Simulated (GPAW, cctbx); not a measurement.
# By hand: from a DFT structure factor to an extinction distance in RbTi2

RbTi2, P4/mmm (no. 123), a = 3.6274 Å, b = 3.6274 Å, c = 7.1295 Å, α = 90.00°, β = 90.00°, γ = 90.00°.

| atom | mult. | x | y | z |
| --- | --- | --- | --- | --- |
| Rb1 | 1 | 0 | 0 | 0 |
| Ti1 | 2 | 0 | 1/2 | 1/2 |

The start was made by putting kin elements into a known structure type; the compound need not exist, or be stable, in this form.

A DFT run (GPAW, PBE, 450 eV, 7×7×4 k-points (along the axes of the calculation cell), Fermi–Dirac width 0.1 eV) gives the static X-ray structure factor of 001 as 6.356 e for the conventional cell; superposed free atoms give 5.888 e. **Problem.** Find the Fourier component V of the crystal potential and the two-beam extinction distance at 200 kV in both cases.

## Step 1: Geometry

The cell volume is Ω = 93.81 Å³ and d(001) = 7.1295 Å, so g = 1/d = 0.1403 Å⁻¹.

## Step 2: The nuclei

Electrons feel nuclei as well as electrons, so the nuclear charges are summed with the same phases.

Phase sums Σ exp(2πi h·x), turned so that the total is real and positive: Rb -1.000, Ti +2.000. Then F_Z = 37 × (-1.000) + 22 × (+2.000) = 7.00 e. The electron term has the same sign for this reflection.

## Step 3: Mott–Bethe

Poisson's equation, term by term, gives V = (e/4πε₀)(F_Z − F)/(πΩg²), with e/4πε₀ = 14.3996 V Å.

The prefactor is 14.3996 × 7.1295²/(π × 93.81) = 2.48349 V per electron. Free atoms: (7.00 − 5.888) × 2.48349 = 2.762 V. Crystal: (7.00 − 6.356) × 2.48349 = 1.599 V. F changes by +7.95 % and V by -42.1 %: the same 0.47 e is measured against F_Z − F = 1.1 e in place of F = 5.9 e.

## Step 4: Extinction distance

In the two-beam case ξ = 1/(λU) with U = 2γm₀eV/h², that is ξ = 150.41 V Å²/(γλV).

At 200 kV, λ = 0.02508 Å and γ = 1.3914. Free atoms: ξ = 1561 Å. Crystal: ξ = 2695 Å. The thickness fringes go as sin²(πt/ξ), so the two patterns slip by a quarter of a period when t|1/ξ₁ − 1/ξ₀| = 1/4, at t ≈ 93 nm. Thermal motion, absorption and many-beam coupling, left out here, change a real pattern.

## Step 5: Answer

V(001) is 1.60 V against 2.76 V, and ξ is 2695 against 1561 Å. Limits: static atoms, two beams.
